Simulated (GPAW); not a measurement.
# A Zr chain with a Se atom bridging one bond: transmission at several levels

How well does a Zr chain with a Se atom bridging one bond conduct at low bias, and how far do basis and functional move the answer?

Program: GPAW 26.7.0. Level of theory: GPAW LCAO, PAW setups; Landauer transmission from Green's functions with principal layers (ASE), zero bias. Results are calculated unless marked as measured.

## Step 1: The structure

The cell holds 13 atoms: 12 Zr and 1 Se. Its edges and angles: a = 9.000 Å, b = 9.000 Å, c = 31.400 Å, α = 90.0°, β = 90.0°, γ = 90.0°. Regions: left lead, 6 atoms (6 Zr); channel, 1 atom (1 Se); right lead, 6 atoms (6 Zr). Vacuum lies along a and b. The structure is stacked along c, and the current runs across the ab planes.

## Step 2: GPAW, dzp

The script solves lead and junction separately, takes H and S in the orbital basis, and joins semi-infinite leads through their self-energies; the dzp basis is the working standard.

run.py

```python
import json
import numpy as np
from ase import Atoms
from ase.transport.calculators import TransportCalculator
from gpaw import GPAW, FermiDirac
from gpaw.lcao.tools import get_lcao_hamiltonian
from scipy.linalg import eigh

# The junction with lead layers at both ends, along the third cell vector
device = Atoms(
    ['Zr', 'Zr', 'Zr', 'Zr', 'Zr', 'Zr', 'Se', 'Zr', 'Zr', 'Zr', 'Zr', 'Zr', 'Zr'],
    positions=[
        [4.50000, 4.50000, 1.30000],
        [4.50000, 4.50000, 3.90000],
        [4.50000, 4.50000, 6.50000],
        [4.50000, 4.50000, 9.10000],
        [4.50000, 4.50000, 11.70000],
        [4.50000, 4.50000, 14.30000],
        [6.37524, 4.50000, 15.70000],
        [4.50000, 4.50000, 17.10000],
        [4.50000, 4.50000, 19.70000],
        [4.50000, 4.50000, 22.30000],
        [4.50000, 4.50000, 24.90000],
        [4.50000, 4.50000, 27.50000],
        [4.50000, 4.50000, 30.10000]],
    cell=[[9.0, 0.0, 0.0], [0.0, 9.0, 0.0], [0.0, 0.0, 31.4]],
    pbc=True)

# One principal layer of the lead: the first 4 atoms of the device
lead = Atoms(
    ['Zr', 'Zr', 'Zr', 'Zr'],
    positions=[
        [4.50000, 4.50000, 1.30000],
        [4.50000, 4.50000, 3.90000],
        [4.50000, 4.50000, 6.50000],
        [4.50000, 4.50000, 9.10000]],
    cell=[[9.0, 0.0, 0.0], [0.0, 9.0, 0.0], [0.0, 0.0, 10.4]],
    pbc=True)

settings = dict(mode='lcao', basis='dzp', xc='PBE', h=0.2,
                occupations=FermiDirac(0.1), maxiter=250,
                mixer=dict(beta=0.1, nmaxold=8, weight=100.0),
                convergence=dict(density=0.0001))
energies = np.arange(-2, 2 + 1e-9, 0.05)
eta = 0.0001
n1, n2 = 1, 1
# k and -k transmit alike, so half of the mesh across the current serves
mesh = [(i, j) for i in range(n1) for j in range(n2) if (i, j) <= (-i % n1, -j % n2)]
weights = np.array([1 if (i, j) == (-i % n1, -j % n2) else 2 for i, j in mesh]) / (n1 * n2)


def ground_state(atoms, size, txt):
    atoms.calc = GPAW(kpts={'size': size, 'gamma': True}, symmetry={'tolerance': 1e-3}, txt=txt, **settings)
    atoms.get_potential_energy()
    return atoms.calc.get_fermi_level()


def blocks(atoms, fermi, points, nz, cells):
    """H - E_F S and S between cell 0 and the cells above it, at each point across the current."""
    kz = np.arange(nz) / nz
    calc = atoms.calc.fixed_density(kpts=[(*k, z) for k in points for z in kz], symmetry='off', txt=None)
    H, S = get_lcao_hamiltonian(calc)
    H = (H - fermi * S).reshape(len(H), len(points), nz, *S.shape[1:])
    S = S.reshape(H.shape[1:])
    phases = [np.exp(-2j * np.pi * kz * R) / nz for R in cells]
    return [(np.einsum('skzij,z->ksij', H, p), np.einsum('kzij,z->kij', S, p)) for p in phases]


def pair(a, b):
    return np.block([[a, b], [b.T.conj(), a]])


def count_channels(h, s, cells, nk=240):
    """Half the number of times that the lead's bands cross each energy, unfolded to its shortest repeat."""
    b = len(h) // cells
    bands = []
    for k in (np.arange(nk + 1) + 0.5) / nk:
        hk, sk = h[:b, :b].copy(), s[:b, :b].copy()
        for R in range(1, cells):
            phase, block = np.exp(2j * np.pi * k * R), slice(R * b, (R + 1) * b)
            hk += h[:b, block] * phase + (h[:b, block] * phase).T.conj()
            sk += s[:b, block] * phase + (s[:b, block] * phase).T.conj()
        bands.append(eigh(hk, sk, eigvals_only=True))
    below = np.array(bands)[:, :, None] < energies
    return (below[1:] != below[:-1]).sum((0, 1)) / 2


fermi_lead = ground_state(lead, (1, 1, 11), 'lead.txt')
fermi_device = ground_state(device, (1, 1, 3), 'device.txt')
T, channels, eigen, tail, misfit, shifts = [], [], [], 0.0, 0.0, []
for first in range(0, len(mesh), 657):
    points = [(i / n1, j / n2) for i, j in mesh[first:first + 657]]
    (H0k, S0k), (H1k, S1k), (H2k, _) = blocks(lead, fermi_lead, points, 5, range(3))
    [(Hk, Sk)] = blocks(device, fermi_device, points, 2, [0])
    tail = max(tail, abs(H2k).max())
    for H0, S0, H1, S1, H, S in zip(H0k, S0k, H1k, S1k, Hk, Sk):
        n = len(S0)
        # Shift the lead onto the potential of the device's first layer
        shift = ((H[:, 0, 0] - H0[:, 0, 0]) / S0[0, 0]).real.mean()
        shifts.append(shift)
        misfit = max(misfit, abs(H[:, :n, :n] - H0 - shift * S0).max())
        Tk, Ck, Ek = [], [], []
        for s in range(len(H)):
            t = s % len(H0)  # a lead without moments serves both spins
            h1, s1 = pair(H0[t] + shift * S0, H1[t] + shift * S1), pair(S0, S1)
            leads = dict(h1=h1, s1=s1, energies=energies, eta=eta, eta1=eta, eta2=eta)
            calc = TransportCalculator(h=H[s], s=S, eigenchannels=3, **leads)
            Tk.append(calc.get_transmission())
            Ek.append(np.sort(calc.eigenchannels_ne, axis=0)[::-1])
            Ck.append(count_channels(h1, s1, 8))
        T.append(Tk)
        channels.append(Ck)
        eigen.append(Ek)
T, channels = np.array(T), np.array(channels)
mean, open_channels = np.einsum('kse,k->se', T, weights), np.einsum('kse,k->se', channels, weights)

print(f'basis functions: device {len(S)}, principal layer {n}')
print(f'Fermi level: lead {fermi_lead:.4f} eV, device {fermi_device:.4f} eV; lead shifted by {np.mean(shifts):.4f} eV')
print(f'largest coupling past the next layer {tail:.2e} eV, largest misfit of the first layer {misfit:.3f} eV')
print('  E-E_F (eV)   ' + 'T (one spin)  channels')
for e, t, c in zip(energies, mean.T, open_channels.T):
    print(f'{e:10.3f}  ', *[f'{x:11.4e}' for x in t], *[f'{x:9.4f}' for x in c])

kT = 8.617333e-5 * 300
fine = np.linspace(energies[0], energies[-1], 4001)
both = np.exp(np.interp(fine, energies, np.log(np.maximum(mean.sum(0) * 2 / len(mean), 1e-30))))
fermi = lambda mu: 1 / (1 + np.exp(np.clip((fine - mu) / kT, -200, 200)))
slope = fermi(0) * (1 - fermi(0)) / kT
G = np.trapezoid(both * slope, fine) / 2
seebeck = -np.trapezoid(both * slope * fine, fine) / (2 * G * 300) * 1e6
print(f'conductance at 300 K: {G:.5g} G0 a cell; thermopower {seebeck:.4g} uV/K')
bias = [0.1, 0.2, 0.5, 1.0, 1.5, 2.0]
current = [38.74 * np.trapezoid(both * (fermi(V / 2) - fermi(-V / 2)), fine) for V in bias]
for V, I in zip(bias, current):
    print(f'current from the zero-bias T(E) at {V} V: {I:.5g} uA')
zero = abs(energies).argmin()
json.dump(dict(energies=energies.tolist(), T=mean.tolist(), channels=open_channels.tolist(), G=G, seebeck=seebeck,
               bias=bias, current=current, tail=tail, misfit=misfit, shift=np.mean(shifts), n_device=len(S), n_lead=n,
               fermi=[fermi_lead, fermi_device], energy=device.get_potential_energy(),
               moments=device.get_magnetic_moments().tolist(), mesh=mesh, weights=weights.tolist(),
               T_k=T[:, :, zero].tolist(), eigen=np.array(eigen[0]).tolist()), open('result.json', 'w'))
```

Run with:

```
OMP_NUM_THREADS=1 OPENBLAS_NUM_THREADS=1 python run.py
```

What it wrote:

```text
basis functions: device 361, principal layer 116
Fermi level: lead -1.7892 eV, device -1.7695 eV; lead shifted by 0.0015 eV
largest coupling past the next layer 1.05e-05 eV, largest misfit of the first layer 0.058 eV
  E-E_F (eV)   T (one spin)  [channel counts left out]
    -2.000    5.5942e-01
    -1.950    6.3174e-01
    -1.900    6.9926e-01
    -1.850    7.6089e-01
    -1.800    8.1608e-01
    -1.750    8.6536e-01
    -1.700    9.0681e-01
    -1.650    9.4268e-01
    -1.600    9.7290e-01
    -1.550    1.0195e+00
    -1.500    1.0629e+00
    -1.450    1.1009e+00
    -1.400    1.1388e+00
    -1.350    1.1776e+00
    -1.300    1.2172e+00
    -1.250    1.2572e+00
[...]
1.650    2.6062e+00
     1.700    2.4716e+00
     1.750    2.2982e+00
     1.800    2.0821e+00
     1.850    1.8392e+00
     1.900    1.5934e+00
     1.950    1.3892e+00
     2.000    1.2128e+00
conductance at 300 K: 3.1153 G0 a cell; thermopower -13.13 uV/K
current from the zero-bias T(E) at 0.1 V: 24.452 uA
current from the zero-bias T(E) at 0.2 V: 50.059 uA
current from the zero-bias T(E) at 0.5 V: 130.39 uA
current from the zero-bias T(E) at 1.0 V: 264.66 uA
current from the zero-bias T(E) at 1.5 V: 393.21 uA
current from the zero-bias T(E) at 2.0 V: 507.47 uA
```

Elapsed: 80 s, on 1 thread of AMD EPYC 9R45, shared host; peak memory 1.2 GiB.

This step gave:

- conductance: 3.115 G₀
- largest coupling past the next principal layer: 1.05e-5 eV
- largest misfit of the first principal layer: 0.05796 eV
- shift that aligns the lead: 0.001479 eV
- basis functions of the junction: 361
- basis functions of a principal layer: 116
- transmission at the Fermi level (one spin): 2.861

One spin. Transmission, zone mean against energy, zero at the Fermi level:

| energy (eV) | transmission, zone mean |
| --- | --- |
| -2.00 | 0.559 |
| -1.85 | 0.761 |
| -1.70 | 0.907 |
| -1.60 | 0.973 |
| -1.45 | 1.10 |
| -1.30 | 1.22 |
| -1.15 | 1.33 |
| -1.05 | 1.39 |
| -0.90 | 1.95 |
| -0.75 | 2.37 |
| -0.60 | 2.64 |
| -0.50 | 2.76 |
| -0.35 | 2.87 |
| -0.20 | 2.93 |
| -0.05 | 2.91 |
| 0.00 | 2.86 |
| 0.05 | 3.65 |
| 0.20 | 4.05 |
| 0.35 | 4.09 |
| 0.50 | 4.08 |
| 0.60 | 4.07 |
| 0.75 | 4.01 |
| 0.90 | 3.88 |
| 1.05 | 3.77 |
| 1.15 | 2.09 |
| 1.25 | 3.05 |
| 1.30 | 3.05 |
| 1.45 | 2.94 |
| 1.60 | 2.71 |
| 1.70 | 2.47 |
| 1.85 | 1.84 |
| 2.00 | 1.21 |

Not self-consistent under bias; the bias window is split evenly. Table of current through one cell, from the zero-bias transmission by bias:

| bias (V) | current through one cell, from the zero-bias transmission (mA) |
| --- | --- |
| 0.100 | 0.0245 |
| 0.200 | 0.0501 |
| 0.500 | 0.130 |
| 1.000 | 0.265 |
| 1.500 | 0.393 |
| 2.000 | 0.507 |

Table of transmission of the three most open eigenchannels by energy, zero at the Fermi level:

| energy (eV) | channel 1 | channel 2 | channel 3 |
| --- | --- | --- | --- |
| -2.000 | 0.559 | 4.5e-8 | 2.3e-11 |
| -1.800 | 0.816 | 4.3e-8 | 2.2e-11 |
| -1.600 | 0.973 | 4.0e-8 | 9.9e-10 |
| -1.400 | 0.998 | 0.0762 | 0.0643 |
| -1.200 | 0.993 | 0.190 | 0.114 |
| -1.000 | 0.982 | 0.332 | 0.170 |
| -0.800 | 0.981 | 0.604 | 0.473 |
| -0.600 | 0.981 | 0.848 | 0.603 |
| -0.400 | 0.982 | 0.942 | 0.706 |
| -0.200 | 0.983 | 0.977 | 0.774 |
| 0.000 | 0.989 | 0.975 | 0.827 |
| 0.200 | 0.996 | 0.987 | 0.915 |
| 0.400 | 0.992 | 0.946 | 0.943 |
| 0.600 | 0.993 | 0.956 | 0.952 |
| 0.800 | 0.998 | 0.945 | 0.934 |
| 1.000 | 0.995 | 0.923 | 0.856 |
| 1.200 | 0.976 | 0.780 | 0.687 |
| 1.400 | 0.982 | 0.920 | 0.747 |
| 1.600 | 0.966 | 0.920 | 0.658 |
| 1.800 | 0.955 | 0.887 | 0.195 |
| 2.000 | 0.978 | 0.234 | 2.7e-8 |

Couplings past the next layer reach 1.1e-5 eV, small enough to drop; the matrix elements of the cell's first layer differ from the bulk lead's by up to 0.058 eV. That layer keeps its own values in the calculation, and only beyond it is the lead taken as perfect. The Fermi levels of lead and junction count from different zeros of potential, one for each periodic cell; with both set to zero, the small remaining shift is what aligns them. By hand: G = 3.115 × 77.48 μS = 241 μS, a resistance of 4.14 kΩ; at 0.1 V a linear junction would pass 24.1 μA, and the integral over the bias window gives 24.5 μA.

## Step 3: Single-zeta polarised basis

The second zeta is dropped, the polarisation orbitals stay.

run.py: that of step 2 with these lines changed.

```diff
@@ -39,3 +39,3 @@
 
-settings = dict(mode='lcao', basis='dzp', xc='PBE', h=0.2,
+settings = dict(mode='lcao', basis='szp(dzp)', xc='PBE', h=0.2,
                 occupations=FermiDirac(0.1), maxiter=250,
```

What it wrote:

```text
basis functions: device 201, principal layer 64
Fermi level: lead -1.7146 eV, device -1.7098 eV; lead shifted by 0.0022 eV
largest coupling past the next layer 1.05e-05 eV, largest misfit of the first layer 0.062 eV
  E-E_F (eV)   T (one spin)  [channel counts left out]
    -2.000    5.5064e-01
    -1.950    6.2277e-01
    -1.900    6.9078e-01
    -1.850    7.5348e-01
    -1.800    8.1017e-01
    -1.750    8.6059e-01
    -1.700    9.0470e-01
    -1.650    9.4288e-01
    -1.600    9.7643e-01
    -1.550    1.0288e+00
    -1.500    1.0719e+00
    -1.450    1.1105e+00
    -1.400    1.1487e+00
    -1.350    1.1876e+00
    -1.300    1.2273e+00
    -1.250    1.2672e+00
[...]
1.650    2.4488e+00
     1.700    2.2907e+00
     1.750    2.0944e+00
     1.800    1.8749e+00
     1.850    1.6329e+00
     1.900    1.4327e+00
     1.950    1.2515e+00
     2.000    1.1179e+00
conductance at 300 K: 2.9243 G0 a cell; thermopower -4.893 uV/K
current from the zero-bias T(E) at 0.1 V: 22.898 uA
current from the zero-bias T(E) at 0.2 V: 47.153 uA
current from the zero-bias T(E) at 0.5 V: 126.5 uA
current from the zero-bias T(E) at 1.0 V: 260.7 uA
current from the zero-bias T(E) at 1.5 V: 390.05 uA
current from the zero-bias T(E) at 2.0 V: 505.37 uA
```

It took 55 s on 1 thread; peak memory 1.2 GiB.

Numbers from this step:

```yaml
conductance: 2.924 G₀
largest_misfit_of_the_first_principal_layer: 0.06175 eV
shift_that_aligns_the_lead: 0.002239 eV
basis_functions_of_the_junction: 201
basis_functions_of_a_principal_layer: 64
transmission_at_the_fermi_level_one_spin: 2.862
```

One spin. Table of transmission, zone mean by energy, zero at the Fermi level:

| energy (eV) | transmission, zone mean |
| --- | --- |
| -2.00 | 0.551 |
| -1.90 | 0.691 |
| -1.80 | 0.810 |
| -1.70 | 0.905 |
| -1.55 | 1.03 |
| -1.45 | 1.11 |
| -1.35 | 1.19 |
| -1.25 | 1.27 |
| -1.15 | 1.34 |
| -1.05 | 1.57 |
| -0.90 | 1.96 |
| -0.80 | 2.27 |
| -0.70 | 2.49 |
| -0.60 | 2.66 |
| -0.50 | 2.77 |
| -0.40 | 2.85 |
| -0.25 | 2.92 |
| -0.15 | 2.93 |
| -0.05 | 2.91 |
| 0.00 | 2.86 |
| 0.05 | 2.83 |
| 0.15 | 3.95 |
| 0.25 | 4.05 |
| 0.40 | 4.08 |
| 0.50 | 4.09 |
| 0.60 | 4.09 |
| 0.70 | 4.08 |
| 0.80 | 4.01 |
| 0.90 | 3.91 |
| 1.05 | 3.82 |
| 1.15 | 2.13 |
| 1.25 | 2.98 |
| 1.30 | 3.01 |
| 1.35 | 2.98 |
| 1.45 | 2.85 |
| 1.55 | 2.68 |
| 1.70 | 2.29 |
| 1.80 | 1.87 |
| 1.90 | 1.43 |
| 2.00 | 1.12 |

Not self-consistent under bias; the bias window is split evenly. Table of current through one cell, from the zero-bias transmission by bias:

| bias (V) | current through one cell, from the zero-bias transmission (mA) |
| --- | --- |
| 0.100 | 0.0229 |
| 0.200 | 0.0472 |
| 0.500 | 0.126 |
| 1.000 | 0.261 |
| 1.500 | 0.390 |
| 2.000 | 0.505 |

Table of transmission of the three most open eigenchannels by energy, zero at the Fermi level:

| energy (eV) | channel 1 | channel 2 | channel 3 |
| --- | --- | --- | --- |
| -2.00 | 0.551 | 1.3e-7 | 0 |
| -1.85 | 0.753 | 1.3e-7 | 0 |
| -1.70 | 0.905 | 1.3e-7 | 2.8e-12 |
| -1.60 | 0.976 | 1.2e-7 | 3.8e-9 |
| -1.45 | 0.997 | 0.0630 | 0.0502 |
| -1.30 | 0.998 | 0.130 | 0.0992 |
| -1.15 | 0.988 | 0.231 | 0.124 |
| -1.05 | 0.969 | 0.302 | 0.216 |
| -0.90 | 0.982 | 0.407 | 0.378 |
| -0.75 | 0.981 | 0.697 | 0.507 |
| -0.60 | 0.981 | 0.861 | 0.598 |
| -0.50 | 0.982 | 0.919 | 0.651 |
| -0.35 | 0.984 | 0.963 | 0.715 |
| -0.20 | 0.985 | 0.982 | 0.760 |
| -0.05 | 0.991 | 0.983 | 0.796 |
| 0.00 | 0.992 | 0.979 | 0.810 |
| 0.05 | 0.992 | 0.949 | 0.834 |
| 0.20 | 0.998 | 0.982 | 0.903 |
| 0.35 | 0.994 | 0.961 | 0.919 |
| 0.50 | 0.993 | 0.939 | 0.933 |
| 0.60 | 0.995 | 0.945 | 0.942 |
| 0.75 | 0.998 | 0.939 | 0.936 |
| 0.90 | 0.997 | 0.920 | 0.889 |
| 1.05 | 0.981 | 0.907 | 0.840 |
| 1.15 | 0.935 | 0.894 | 0.291 |
| 1.30 | 0.998 | 0.857 | 0.620 |
| 1.45 | 0.981 | 0.903 | 0.683 |
| 1.60 | 0.970 | 0.903 | 0.542 |
| 1.70 | 0.964 | 0.893 | 0.342 |
| 1.85 | 0.970 | 0.663 | 1.1e-7 |
| 2.00 | 0.985 | 0.133 | 1.0e-7 |

The conductance, 2.92 G₀, lies 6.1 % below that of the dzp run.

## Step 4: GPAW, sz: basis = "sz(dzp)"

One function for each valence shell of the setup, as for a first survey of a large system.

run.py: that of step 3 with these lines changed.

```diff
@@ -39,3 +39,3 @@
 
-settings = dict(mode='lcao', basis='szp(dzp)', xc='PBE', h=0.2,
+settings = dict(mode='lcao', basis='sz(dzp)', xc='PBE', h=0.2,
                 occupations=FermiDirac(0.1), maxiter=250,
```

What it wrote:

```text
basis functions: device 160, principal layer 52
Fermi level: lead -1.5754 eV, device -1.6037 eV; lead shifted by 0.0010 eV
largest coupling past the next layer 1.05e-05 eV, largest misfit of the first layer 0.066 eV
  E-E_F (eV)   T (one spin)  [channel counts left out]
    -2.000    6.2653e-01
    -1.950    6.9717e-01
    -1.900    7.6171e-01
[...]
1.950    1.2577e+00
     2.000    1.1198e+00
conductance at 300 K: 2.962 G0 a cell; thermopower -3.666 uV/K
current from the zero-bias T(E) at 0.1 V: 23.165 uA
current from the zero-bias T(E) at 0.2 V: 47.624 uA
current from the zero-bias T(E) at 0.5 V: 127.75 uA
current from the zero-bias T(E) at 1.0 V: 263.48 uA
current from the zero-bias T(E) at 1.5 V: 393.94 uA
current from the zero-bias T(E) at 2.0 V: 508.38 uA
```

The job ended after 42 s (1 thread; peak memory 1.1 GiB).

This step gave:

```
conductance                                 : 2.962 G₀
largest misfit of the first principal layer : 0.06623 eV
shift that aligns the lead                  : 9.78e-4 eV
basis functions of the junction             : 160
basis functions of a principal layer        : 52
transmission at the Fermi level (one spin)  : 2.927
```

One spin. Table of transmission, zone mean by energy, zero at the Fermi level:

| energy (eV) | transmission, zone mean |
| --- | --- |
| -2.000 | 0.627 |
| -1.800 | 0.869 |
| -1.600 | 0.994 |
| -1.400 | 1.16 |
| -1.200 | 1.32 |
| -1.000 | 1.55 |
| -0.800 | 2.28 |
| -0.600 | 2.69 |
| -0.400 | 2.89 |
| -0.200 | 2.97 |
| 0.000 | 2.93 |
| 0.200 | 4.04 |
| 0.400 | 4.12 |
| 0.600 | 4.11 |
| 0.800 | 4.03 |
| 1.000 | 3.92 |
| 1.200 | 2.94 |
| 1.250 | 3.05 |
| 1.400 | 2.97 |
| 1.600 | 2.65 |
| 1.800 | 1.98 |
| 2.000 | 1.12 |

The conductance, 2.96 G₀, lies 4.9 % below that of the dzp run.

## Step 5: LDA in the dzp basis: xc = "LDA"

Back in the dzp basis, the functional changes from PBE to LDA, to set the spread between functionals beside that between bases.

run.py: that of step 4 with these lines changed.

```diff
@@ -39,3 +39,3 @@
 
-settings = dict(mode='lcao', basis='sz(dzp)', xc='PBE', h=0.2,
+settings = dict(mode='lcao', basis='dzp', xc='LDA', h=0.2,
                 occupations=FermiDirac(0.1), maxiter=250,
```

What it wrote:

```text
basis functions: device 361, principal layer 116
Fermi level: lead -2.0004 eV, device -1.9846 eV; lead shifted by 0.0014 eV
largest coupling past the next layer 9.77e-06 eV, largest misfit of the first layer 0.055 eV
  E-E_F (eV)   T (one spin)  [channel counts left out]
    -2.000    5.3333e-01
    -1.950    6.0530e-01
    -1.900    6.7311e-01
[...]
1.950    1.2591e+00
     2.000    1.1187e+00
conductance at 300 K: 3.1454 G0 a cell; thermopower -14.35 uV/K
current from the zero-bias T(E) at 0.1 V: 24.72 uA
current from the zero-bias T(E) at 0.2 V: 50.661 uA
current from the zero-bias T(E) at 0.5 V: 131.83 uA
current from the zero-bias T(E) at 1.0 V: 267.32 uA
current from the zero-bias T(E) at 1.5 V: 397.34 uA
current from the zero-bias T(E) at 2.0 V: 513.96 uA
```

Run time: 71 s. Hardware: 1 thread; peak memory 1.2 GiB.

This step gave:

```yaml
conductance: 3.145 G₀
largest_coupling_past_the_next_principal_layer: 9.77e-6 eV
largest_misfit_of_the_first_principal_layer: 0.05489 eV
shift_that_aligns_the_lead: 0.001370 eV
basis_functions_of_the_junction: 361
basis_functions_of_a_principal_layer: 116
transmission_at_the_fermi_level_one_spin: 2.849
```

One spin. Transmission, zone mean against energy, zero at the Fermi level:

| energy (eV) | transmission, zone mean |
| --- | --- |
| -2.000 | 0.533 |
| -1.800 | 0.792 |
| -1.600 | 0.955 |
| -1.400 | 1.10 |
| -1.200 | 1.26 |
| -1.000 | 1.69 |
| -0.800 | 2.31 |
| -0.600 | 2.66 |
| -0.400 | 2.86 |
| -0.200 | 2.95 |
| 0.000 | 2.85 |
| 0.200 | 4.09 |
| 0.400 | 4.13 |
| 0.600 | 4.12 |
| 0.800 | 4.01 |
| 1.000 | 3.82 |
| 1.200 | 2.28 |
| 1.300 | 2.99 |
| 1.400 | 2.92 |
| 1.600 | 2.62 |
| 1.800 | 1.97 |
| 2.000 | 1.12 |

The conductance, 3.15 G₀, lies 1.0 % above that of the dzp run.

## Step 6: All levels side by side

Times are for 1 thread of AMD EPYC 9R45, shared host. The runs compared:

| no. | run | conductance (G₀) | time | memory (GiB) |
| --- | --- | --- | --- | --- |
| 1 | dzp | 3.115 | 80 s | 1.2 |
| 2 | szp | 2.924 | 55 s | 1.2 |
| 3 | sz | 2.962 | 42 s | 1.1 |
| 4 | dzp LDA | 3.145 | 71 s | 1.2 |

[end of part 1 of 2]

[Logs are printed without paths, hosts, clocks, repeated set-up lines and the standing remarks that a program may print on its own settings, such as how far it seeks lower states.]

[Hosts, paths, dates, database ids (printed as entryN), source tags and the programs' standing remarks are cut or masked in the printed files.]
